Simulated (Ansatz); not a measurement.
## MoS2 (R3m): refractive index against wavelength

The refractive index of MoS2 (R3m) along x below the direct gap (1.71 eV on the mesh) is read from one computed spectrum, n = √(Re ε). x, y and z are the Cartesian axes of the input cell.

Cell: a, b, c = 6.415, 6.415, 6.415 Å (primitive vectors), 3 atoms.

Method: Ansatz 0.2.0, PBE, independent particles, k-mesh 12×12×12 with interpolation inside its cells, Gaussian parameter 0.15 eV.

Launch of the response step: `ansatz run input.yaml --threads 4 --pin off --max-ram 8192MiB --backend cpu --events-out ev --progress --plain --runs-dir out`. The run took 37 s, on 4 threads of Arm Neoverse V1, with other jobs on the host.

```
wavelength (nm)  photon energy E (eV)       n
           3000                 0.413  4.0430
           2000                 0.620  4.0859
           1550                 0.800  4.1409
           1310                 0.946       ?
           1064                 1.165  4.3275
```

In the single-oscillator model n² − 1 = E₀E_d/(E₀² − E²), so 1/(n² − 1) = E₀/E_d − E²/(E₀E_d) is linear in E².

Working, on the rows shown:

| x = E² (eV²) | y = 1/(n² − 1) |
| --- | --- |
| 0.170801 | 0.0651642 |
| 0.384302 | 0.0637163 |
| 0.639837 | 0.0619308 |
| 1.35784 | 0.0564103 |

Means: x̄ = 0.6382, ȳ = 0.061805. Σ(x − x̄)(y − ȳ) = -0.005937, Σ(x − x̄)² = 0.8008. Slope = -0.005937 / 0.8008 = -0.007414; intercept = ȳ − slope · x̄ = 0.066537. Turned back into n, the line misses the rows shown by at most 0.0043.

Problem. What does the fit predict for the withheld row, and how well does it do?

Solution. At x = 0.89576 the line gives y = 0.059896, that is 4.2066. The run gave 4.2013, so the interpolation is off by 0.0053, 1.9 % of the range in the table.

Refitted with all rows, the slope is -0.007375 and the intercept 0.066543. These give E₀ = √(intercept/−slope) = 3.00 eV and E_d = E₀/intercept = 45.1 eV; E₀ is 1.8 times the direct gap. The electronic limit at long wavelengths, without lattice vibrations, is n = √(1 + 1/intercept) = 4.003. Excitons are left out and so are local fields; PBE gaps are as a rule too small. Spin-orbit coupling is left out.

[Logs are printed without paths, hosts, clocks, repeated set-up lines and the standing remarks that a program may print on its own settings, such as how far it seeks lower states.]
